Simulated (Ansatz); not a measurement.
# Cs2InAgBr6 (Fm-3m): converging the G0W0 gap

Aim: see how the G0W0 gap of Cs2InAgBr6 (Fm-3m) on r2SCAN moves with empty bands and screening cutoff, and what each rung costs.

Method: G0W0 on r2SCAN, plane waves, PAW, in Ansatz 0.2.0.

In doubt: one-shot GW on d or f shells is unsure, so the values of those runs are not to be relied on.

## 1. The structure

The structure is cubic, space group Fm-3m (No. 225). The conventional cell has a = 11.000 Å, b = 11.000 Å, c = 11.000 Å, α = 90.00°, β = 90.00°, γ = 90.00°. Cs has 12 Br at 3.89 Å nearest. Nearest to In lie 6 Br at 2.69 Å. Ag has 6 Br at 2.81 Å nearest. Nearest to Br lie 1 In at 2.69 Å and 1 Ag at 2.81 Å and 4 Cs at 3.89 Å. Farther neighbours and most contacts between anions are not listed.

Structure file:

```cif
data_structure
_symmetry_space_group_name_H-M 'P 1'
_symmetry_Int_Tables_number 1
_cell_length_a 7.7782
_cell_length_b 7.7782
_cell_length_c 7.7782
_cell_angle_alpha 60.000
_cell_angle_beta 60.000
_cell_angle_gamma 60.000
_cell_volume 332.75
loop_
_atom_site_label
_atom_site_type_symbol
_atom_site_fract_x
_atom_site_fract_y
_atom_site_fract_z
_atom_site_occupancy
Cs1 Cs 0.75000 0.75000 0.75000 1
Cs2 Cs 0.25000 0.25000 0.25000 1
In3 In 0.00000 0.00000 0.00000 1
Ag4 Ag 0.50000 0.50000 0.50000 1
Br5 Br 0.75524 0.24476 0.24476 1
Br6 Br 0.24476 0.24476 0.75524 1
Br7 Br 0.24476 0.75524 0.75524 1
Br8 Br 0.24476 0.75524 0.24476 1
Br9 Br 0.75524 0.24476 0.75524 1
Br10 Br 0.75524 0.75524 0.24476 1
```

Geometry: measured lattice cell, ions relaxed with r2SCAN; the structure entry is the Materials Project's. The runs that relaxed it are not among those shown. Spin-orbit coupling is left out unless a step names it. The default PAW set here is soft_2. Its files were made with PBE.

## 2. 163 empty bands, screening to 36 eV

G0W0 replaces the xc potential by the self-energy, built once from these orbitals. Only a window of levels is corrected, while the sums run over the empty bands that the input names.

input.yaml reads:

```yaml
crystal:
  lattice:
    - [0.0, 5.5, 5.5]
    - [5.5, 0.0, 5.5]
    - [5.5, 5.5, 0.0]
  atoms:
    - { symbol: Cs, position: [0.75, 0.75, 0.75] }
    - { symbol: Cs, position: [0.25, 0.25, 0.25] }
    - { symbol: In, position: [0.0, 0.0, 0.0] }
    - { symbol: Ag, position: [0.5, 0.5, 0.5] }
    - { symbol: Br, position: [0.755241594, 0.244758406, 0.244758406] }
    - { symbol: Br, position: [0.244758406, 0.244758406, 0.755241594] }
    - { symbol: Br, position: [0.244758406, 0.755241594, 0.755241594] }
    - { symbol: Br, position: [0.244758406, 0.755241594, 0.244758406] }
    - { symbol: Br, position: [0.755241594, 0.244758406, 0.755241594] }
    - { symbol: Br, position: [0.755241594, 0.755241594, 0.244758406] }
kpoints:
  mp_grid: { grid: [2, 2, 2] }
hamiltonian:
  xc: r2scan
scf:
  occupations: { method: fixed }
gw:
  n_empty_bands: 163
  ecut_chi: 36
  qp_bands: [v3, c3]
  qp_kpoints: band_edges
  screening: { model: contour_deformation }
```

On the command line:

```sh
$ ansatz run input.yaml --threads 3 --pin off --max-ram 92160MiB --backend cuda --events-out ev --progress --plain --runs-dir out --devices 1 --max-vram 13GiB
```

Numbers of over 12 decimals in the logs are rounded to 6 here.

What it wrote:

```text
GPUs: using 1 of 1 available (devices: 1).
Engine: ansatz 0.2.0, x86_64-unknown-linux-gnu
Pseudopotentials: kind: paw
Pseudopotential: Cs, paw, valence charge 9, recommended cutoff 500 eV (meta_gga), Cs.paw.azcp
Pseudopotential: In, paw, valence charge 13, recommended cutoff 500 eV (meta_gga), In.paw.azcp
Pseudopotential: Ag, paw, valence charge 19, recommended cutoff 500 eV (meta_gga), Ag.paw.azcp
Pseudopotential: Br, paw, valence charge 7, recommended cutoff 500 eV (meta_gga), Br.paw.azcp
Functional definition: r2SCAN
  parameter k0 = 0.174
  parameter k1 = 0.065
  parameter a1 = 4.9479
  exchange = r2scan_x(k0 = k0, k1 = k1, a1 = a1)
  correlation = r2scan_c
device memory: the entry about to start is reckoned to put 4.1 GiB on a device that reports 43.1 GiB free (of which the cap on the GPU budget leaves the run 13.0 GiB)
GPU FFT provider: cuFFT
GPU libraries: cuBLAS 13.8.2, cuFFT 12.4.0, cuSOLVER 12.3.4
Crystal: 10 atoms, lattice volume = 332.750 Å³
Basis set: ecut = 500 eV, 8393 PW (Γ), exchange–correlation on 240×240×240 points (64 copies of the dense FFT grid, shifted against one another)
Bands: 56, of which v1, the nominal top of the filled ones, is band 46 counted from 1 (45 counted from 0)
Symmetry: 48 space group operations
Space group: Fm-3m (ITA 225), of the structure as read, at distance tolerance 6.9e-5 Å
k-points: 3 of 8
Non-local potential: Cs, projectors of the file, l = 0: 3, l = 1: 2, l = 2: 2, l = 3: 2
Non-local potential: In, projectors of the file, l = 0: 2, l = 1: 2, l = 2: 2, l = 3: 2
Non-local potential: Ag, projectors of the file, l = 0: 3, l = 1: 2, l = 2: 2, l = 3: 1
Non-local potential: Br, projectors of the file, l = 0: 2, l = 1: 2, l = 2: 2
PAW form: soft (Blöchl's): semilocal exchange-correlation on the pseudo side does not see the compensation charge
PAW frozen core: Cs, regenerated for the run's functional (the file was generated under x = pbe(κ = 0.804, μ = 0.219515), c = pbe(β = 0.066725))
PAW frozen core: In, regenerated for the run's functional (the file was generated under x = pbe(κ = 0.804, μ = 0.219515), c = pbe(β = 0.066725))
PAW frozen core: Ag, regenerated for the run's functional (the file was generated under x = pbe(κ = 0.804, μ = 0.219515), c = pbe(β = 0.066725))
PAW frozen core: Br, regenerated for the run's functional (the file was generated under x = pbe(κ = 0.804, μ = 0.219515), c = pbe(β = 0.066725))
PAW one-centre angular grid: Cs, 302 points (default); XC on 160 Gauss nodes
PAW one-centre angular grid: In, 590 points (default); XC on 289 of its mesh's 2783 points in the sphere
PAW one-centre angular grid: Ag, 590 points (default); XC on 160 Gauss nodes
PAW one-centre angular grid: Br, 302 points (default); XC on 160 Gauss nodes
Initial density: superposition of atomic densities (neutral atoms: chi_scale 0, normalization atom), corrected by the library's trained network
Initial wavefunctions: pseudopotential atomic-orbital guess
GPU buffer pool allocated for 216000 grid points (all kernels)
GPU transforms: local potential and band sums: pruned to the plane-wave sphere, on 60×60×60
Functional: x = r2scan, c = r2scan; τ floored in thin density (d = 2e-4 eV/Å³)
SCF iter   1: F=—  HF=-41358.327679 eV  |F-HF|=—  |Δ(HF+E_count)|=         —  Δρ=5.67e-3  dr2=1.20e-1  dr2_τ=2.58e-2  ethr=1.77e-3  ⟨swp⟩=5.0  Hψ=586  notcnv=0  defer=20
preconditioner: auto → Resta (q_TF=auto, 2.202 Å⁻¹)  ε∞=3.1  [insulator: Δε(μ)=0.798 eV  Ē_g=12.492 eV  n_scr=58 (ndim 8)  ℏωp=18.2 eV  f_vac=0.031  ε∞_Penn≈3.1]
SCF iter   2: F=—  HF=-41358.356881 eV  |F-HF|=—  |Δ(HF+E_count)|=   2.92e-2  Δρ=2.62e-3  dr2=1.81e-2  dr2_τ=1.72e-3  ethr=1.30e-4  ⟨swp⟩=2.7  Hψ=316  notcnv=0  defer=24
SCF iter   3: F=—  HF=-41358.356735 eV  |F-HF|=—  |Δ(HF+E_count)|=   1.46e-4  Δρ=9.12e-4  dr2=2.67e-3  dr2_τ=1.57e-4  ethr=1.97e-5  ⟨swp⟩=2.7  Hψ=273  notcnv=0  defer=24
SCF iter   4: F=—  HF=-41358.356609 eV  |F-HF|=—  |Δ(HF+E_count)|=   1.26e-4  Δρ=2.03e-4  dr2=1.41e-4  dr2_τ=9.49e-6  ethr=2.90e-6  ⟨swp⟩=2.0  Hψ=300  notcnv=0  defer=24
SCF iter   5: F=—  HF=-41358.356653 eV  |F-HF|=—  |Δ(HF+E_count)|=   4.48e-5  Δρ=4.22e-5  dr2=6.77e-6  dr2_τ=4.79e-7  ethr=1.53e-7  ⟨swp⟩=2.0  Hψ=228  notcnv=0  defer=23
SCF iter   6: F=—  HF=-41358.356655 eV  |F-HF|=—  |Δ(HF+E_count)|=   1.14e-6  Δρ=7.31e-6  dr2=2.72e-7  dr2_τ=3.42e-8  ethr=7.36e-9  ⟨swp⟩=2.0  Hψ=278  notcnv=0  defer=19
SCF iter   7: F=-41358.356655 eV  HF=-41358.356655 eV  |F-HF|=3.51e-9  |Δ(HF+E_count)|=   5.36e-8  Δρ=1.59e-6  dr2=1.93e-8  dr2_τ=6.39e-10  ethr=1.09e-10  ⟨swp⟩=16.7  Hψ=930  notcnv=0
SCF 1 converged in 7 iterations: F = -41358.356655 eV  dr2 = 1.93e-8
  greatest PAW one-centre occupation: 1.002 electrons in one spin orbital (limit 2), on the Ag atom at site 3 (counted from 0), in its partial waves of l = 1
device memory: the entry about to start is reckoned to put 4.6 GiB (of the 4.7 GiB reckoned in all, the device holds 0.1 GiB already) on a device that reports 43.0 GiB free (of which the cap on the GPU budget leaves the run 12.9 GiB)
NSCF: frozen V_eff on 3 k-points
the band table was solved once the SCF had ended and its energy, with any forces and stress, was formed, with the checks that follow a solve (720 applications of the Hamiltonian). They found nothing against the state; the energy, forces and stress were not computed again (output.eigenvalues in the input reference)
device memory: the entry about to start is reckoned to put 3.0 GiB on a device that reports 43.1 GiB free (of which the cap on the GPU budget leaves the run 13.0 GiB)
NSCF: frozen V_eff on 3 k-points
G₀W₀ screening: q 1/3
[... further progress lines ...]
device memory: the entry about to start is reckoned to put 0.9 GiB on a device that reports 53.1 GiB free (of which the cap on the GPU budget leaves the run 13.0 GiB)
NSCF: frozen V_eff on 1 k-points
device memory: the entry about to start is reckoned to put 0.9 GiB on a device that reports 53.1 GiB free (of which the cap on the GPU budget leaves the run 13.0 GiB)
NSCF: frozen V_eff on 1 k-points
SCF converged after 7 iterations
Free energy (F): -41358.356655 eV
Harris-Foulkes:  -41358.356655 eV  (|F-HF|=3.51e-9)
Internal energy: -41358.356655 eV  (E = F + TS)
E sigma→0 (E₀):  -41358.356655 eV
Fermi energy:    3.746470 eV
--- Per-component energies (eV) ---
  E_band       = -749.476054
  E_kinetic    = 1864.172565
  E_local      = -7712.899668  (includes V_loc(G=0)·N_el)
  E_nonlocal   = 934.435650
  E_hartree    = 3138.788560
  E_xc         = -2208.600468
  E_vxc        = -1330.339698  (∫ρ·V_xc dr)
  E_paw        = -31922.761375  (= ΣΔE_a)
  E_vpaw       = -855.752154  (= ΣTr[D̂ρ^β])
  E_aug_tail   = 0.000072  (compensation charges beyond the density's cutoff)
  E_vtau       = 73.324814  (kinetic-family band-sum trace: ∫τ·v_τ [+ j·A + Jᵃ·Aᵃ] dr)
  E_ewald      = -5451.098822
  E_core_change = -0.393169  (= ΣΔE_core)
  E_smearing   = -0.000000  (= −TS)
  E_closure    = -0.000000  (closes the sum)
  Σ components = -41358.356655   (vs F -41358.356655, Δ=0.00e0)
--- Band table (eV) ---
  k-point 0: bands = [... 42 lower, 3.1138, 3.1138, 3.7465, 3.7465, 4.4525, 8.8843, 8.9247, 8.9247, ... 6 higher]
  k-point 1: bands = [... 42 lower, 2.8482, 2.8482, 3.2080, 3.2080, 6.2464, 7.6038, 10.1185, 10.2517, ... 6 higher]
  k-point 2: bands = [... 42 lower, 2.7368, 2.7368, 3.0950, 3.7398, 7.0782, 9.6631, 9.9842, 9.9842, ... 6 higher]
--- G₀W₀: contour deformation, 7 samples at zero and on the imaginary axis and 2 off it, 8 q-points, 163 empty bands' worth ---
  eigenvalues of the whole cell's RPA ε∞ on this k-mesh (on a slab, of 1 + 4πα/V) = 4.7569, 4.7569, 4.7569; static W/v taken at q = 0 is 0.210221
  bands read: the sum over 209 bands ends inside a degenerate multiplet in 1 slot, whose members it reads at an even weight; the widest, k=0: bands 209 to 210 (counted from 1) at 1/2 each
  gw.qp_kpoints: band_edges: 3 of 3 stored k-points solved, in 1 pass; an edge of the gap read off the rows below is read off those points alone
    ik  band        ε_KS         Σx   Σc(E_QP)       V_xc       Z   E_QP_lin       E_QP  E_QP is
     0    44      3.1138   -20.0257     3.0681   -16.6048  0.7661     2.7569     2.7611  root
     0    45      3.7465   -26.4938     3.3708   -22.9735  0.7626     3.5963     3.5970  root
     0    46      3.7465   -26.4938     3.3708   -22.9735  0.7626     3.5963     3.5970  root
     0    47      4.4525   -10.1198    -2.9082   -13.9682  0.7937     5.4215     5.3927  root
     0    48      8.8843    -4.4183    -3.2789    -8.0528  0.8173     9.2435     9.2399  root
     0    49      8.9247    -6.3897    -3.3839   -10.4597  0.7981     9.6292     9.6109  root
     1    44      2.8482   -19.8617     2.9998   -16.5323  0.7644     2.5149     2.5186  root
     1    45      3.2080   -24.6490     3.4541   -20.9230  0.7576     2.9336     2.9361  root
     1    46      3.2080   -24.6490     3.4541   -20.9230  0.7576     2.9336     2.9361  root
     1    47      6.2464   -11.2223    -2.9258   -15.2631  0.7857     7.4126     7.3614  root
     1    48      7.6038    -8.5003    -3.5457   -12.9581  0.7820     8.5398     8.5160  root
     1    49     10.1185    -4.7545    -3.3347    -8.6259  0.8129    10.6644    10.6551  root
     2    44      2.7368   -23.5874     3.6469   -19.4891  0.7527     2.2791     2.2853  root
     2    45      3.0950   -19.9653     3.0590   -16.5500  0.7660     2.7345     2.7387  root
     2    46      3.7398   -26.4786     3.3578   -22.9743  0.7629     3.5927     3.5933  root
     2    47      7.0782   -13.7846    -2.7127   -17.6901  0.7649     8.2853     8.2709  root
     2    48      9.6631   -10.0615    -4.0200   -15.2429  0.7400    10.8430    10.8245  root
     2    49      9.9842    -7.3327    -3.6093   -11.7824  0.7947    10.8536    10.8245  root
```

Elapsed: 9.8 s, on 1 × NVIDIA H100 80GB HBM3 (shared by 6 runs) with 3 threads of AMD EPYC 7R13 (Zen 3), shared host; peak memory 1.9 GiB; 13 s of CPU time.

In the SCF lines HF is the Harris–Foulkes energy and dr2 the Hartree energy of the density residual, in eV; the loop may stop once dr2 is under the threshold and the program's other checks hold. Hψ counts applications of the Hamiltonian.

Numbers from this step:

| Item | Value |
| --- | --- |
| bands summed | 209 |
| RPA ε∞ on this mesh (eigenvalues) | 4.757, 4.757, 4.757 |
| plane waves in the screening matrix | 169 |
| q-points in the mesh | 8 |
| G0W0 gap on the mesh | 1.796 eV |
| k of the valence top | 0, 0, 0 |
| k of the conduction bottom | 0, 0, 0 |
| starting gap on the mesh | 0.7060 eV |
| Z at the valence top | 0.7626 |
| Z at the conduction bottom | 0.7937 |
| least direct G0W0 gap on the computed points | 1.796 eV |

The gap on the mesh goes from 0.71 eV to 1.80 eV, a correction of +1.09 eV. Between the two edge states, bare exchange in place of the xc potential would open the gap by 7.37 eV, and correlation takes back 6.28 eV.

## 3. 461 empty bands, screening to 72 eV

Another rung: the empty bands reach about as high as the screening cutoff, so the two stay in balance.

input.yaml, as its differences from that of step 2:

```diff
@@ -23,4 +23,4 @@
 gw:
-  n_empty_bands: 163
-  ecut_chi: 36
+  n_empty_bands: 461
+  ecut_chi: 72
   qp_bands: [v3, c3]
```

What it wrote:

```text
GPUs: using 1 of 1 available (devices: 1).
[...]
GPU FFT provider: cuFFT
GPU libraries: cuBLAS 13.8.2, cuFFT 12.4.0, cuSOLVER 12.3.4
Crystal: 10 atoms, lattice volume = 332.750 Å³
Basis set: ecut = 500 eV, 8393 PW (Γ), exchange–correlation on 240×240×240 points (64 copies of the dense FFT grid, shifted against one another)
Bands: 56, of which v1, the nominal top of the filled ones, is band 46 counted from 1 (45 counted from 0)
Symmetry: 48 space group operations
[...]
k-points: 3 of 8
[...]
GPU buffer pool allocated for 216000 grid points (all kernels)
[...]
SCF iter   1: F=—  HF=-41358.327679 eV  |F-HF|=—  |Δ(HF+E_count)|=         —  Δρ=5.67e-3  dr2=1.20e-1  dr2_τ=2.58e-2  ethr=1.77e-3  ⟨swp⟩=5.0  Hψ=586  notcnv=0  defer=20
[...]
SCF iter   7: F=-41358.356655 eV  HF=-41358.356655 eV  |F-HF|=3.51e-9  |Δ(HF+E_count)|=   5.36e-8  Δρ=1.59e-6  dr2=1.93e-8  dr2_τ=6.39e-10  ethr=1.09e-10  ⟨swp⟩=16.7  Hψ=930  notcnv=0
SCF 1 converged in 7 iterations: F = -41358.356655 eV  dr2 = 1.93e-8
[...]
NSCF: frozen V_eff on 3 k-points
[...]
G₀W₀ screening: q 1/3
[... further progress lines ...]
[...]
SCF converged after 7 iterations
Free energy (F): -41358.356655 eV
[...]
Internal energy: -41358.356655 eV  (E = F + TS)
E sigma→0 (E₀):  -41358.356655 eV
Fermi energy:    3.746470 eV
[...]
--- Band table (eV) ---
  k-point 0: bands = [... 42 lower, 3.1138, 3.1138, 3.7465, 3.7465, 4.4525, 8.8843, 8.9247, 8.9247, ... 6 higher]
  k-point 1: bands = [... 42 lower, 2.8482, 2.8482, 3.2080, 3.2080, 6.2464, 7.6038, 10.1185, 10.2517, ... 6 higher]
  k-point 2: bands = [... 42 lower, 2.7368, 2.7368, 3.0950, 3.7398, 7.0782, 9.6631, 9.9842, 9.9842, ... 6 higher]
[...]
0    44      3.1138   -20.0257     2.7648   -16.6048  0.7604     2.4394     2.4579  root
     0    45      3.7465   -26.4938     3.1922   -22.9735  0.7549     3.4150     3.4184  root
     0    46      3.7465   -26.4938     3.1922   -22.9735  0.7549     3.4150     3.4184  root
     0    47      4.4525   -10.1198    -3.3375   -13.9682  0.7891     4.9704     4.9633  root
     0    48      8.8843    -4.4183    -3.4371    -8.0528  0.8162     9.0828     9.0818  root
     0    49      8.9247    -6.3897    -3.6784   -10.4597  0.7963     9.3210     9.3164  root
     1    44      2.8482   -19.8617     2.7060   -16.5323  0.7586     2.2090     2.2248  root
     1    45      3.2080   -24.6490     3.2453   -20.9230  0.7510     2.7191     2.7274  root
[...]
2    46      3.7398   -26.4786     3.1804   -22.9743  0.7552     3.4126     3.4159  root
     2    47      7.0782   -13.7846    -3.1332   -17.6901  0.7606     7.8334     7.8504  root
     2    48      9.6631   -10.0615    -4.4855   -15.2429  0.7376    10.3597    10.3590  root
     2    49      9.9842    -7.3327    -3.9836   -11.7824  0.7868    10.4547    10.4501  root
```

It took 16 s on 1 × NVIDIA H100 80GB HBM3 (shared by 6 runs) with 3 threads; peak memory 2.2 GiB; 23 s of CPU time.

This step gave:

```
bands summed                                 : 507
RPA ε∞ on this mesh (eigenvalues)            : 4.748, 4.748, 4.748
plane waves in the screening matrix          : 459
q-points in the mesh                         : 8
G0W0 gap on the mesh                         : 1.545 eV
k of the valence top                         : 0, 0, 0
k of the conduction bottom                   : 0, 0, 0
starting gap on the mesh                     : 0.7060 eV
Z at the valence top                         : 0.7549
Z at the conduction bottom                   : 0.7891
least direct G0W0 gap on the computed points : 1.545 eV
```

Against the run with 2×2×2 mesh, 163 empty bands, screening to 36 eV, the gap moves by −0.25 eV.

## 4. 993 empty bands, screening to 120 eV

input.yaml, as its differences from that of step 3:

```diff
@@ -23,4 +23,4 @@
 gw:
-  n_empty_bands: 461
-  ecut_chi: 72
+  n_empty_bands: 993
+  ecut_chi: 120.0
   qp_bands: [v3, c3]
```

What it wrote:

```text
GPUs: using 1 of 1 available (devices: 1).
[...]
GPU FFT provider: cuFFT
GPU libraries: cuBLAS 13.8.2, cuFFT 12.4.0, cuSOLVER 12.3.4
Crystal: 10 atoms, lattice volume = 332.750 Å³
Basis set: ecut = 500 eV, 8393 PW (Γ), exchange–correlation on 240×240×240 points (64 copies of the dense FFT grid, shifted against one another)
Bands: 56, of which v1, the nominal top of the filled ones, is band 46 counted from 1 (45 counted from 0)
[...]
1    45      3.2080   -24.6490     3.0201   -20.9230  0.7482     2.4802     2.5021  root
[...]
2    46      3.7398   -26.4786     2.9411   -22.9743  0.7517     3.1655     3.1766  root
     2    47      7.0782   -13.7846    -3.3926   -17.6901  0.7675     7.5737     7.5909  root
     2    48      9.6631   -10.0615    -4.7081   -15.2429  0.7325    10.1271    10.1365  root
     2    49      9.9842    -7.3327    -4.1498   -11.7824  0.7800    10.2857    10.2840  root
[key lines of the parts left out:]
SCF converged after 7 iterations
Free energy (F): -41358.356655 eV
Fermi energy:    3.746470 eV
```

Elapsed: 32 s, on 1 × NVIDIA H100 80GB HBM3 (shared by 6 runs) with 3 threads; peak memory 3 GiB.

Numbers from this step:

- bands summed: 1039
- RPA ε∞ on this mesh (eigenvalues): 4.730, 4.730, 4.730
- plane waves in the screening matrix: 965
- G0W0 gap on the mesh: 1.592 eV
- k of the valence top: 0, 0, 0
- k of the conduction bottom: 0, 0, 0
- starting gap on the mesh: 0.7060 eV
- least direct G0W0 gap on the computed points: 1.592 eV

Against the run with 2×2×2 mesh, 461 empty bands, screening to 72 eV, the gap moves by +0.05 eV.

[end of part 1 of 2]

[Paths, hosts, dates, memory and timing lines, banners, echoed tables and standing remarks are left out of the program output.]

[Logs are printed without paths, hosts, clocks, repeated set-up lines and the standing remarks that a program may print on its own settings, such as how far it seeks lower states.]

[Runs of the session that timed out or met a known fault of the program may be left out.]

[Cells called generated may have been cut or substituted from an entry of the Crystallography Open Database or the Materials Project.]

[Hosts, paths, dates, database ids (printed as entryN), source tags and the programs' standing remarks are cut or masked in the printed files.]
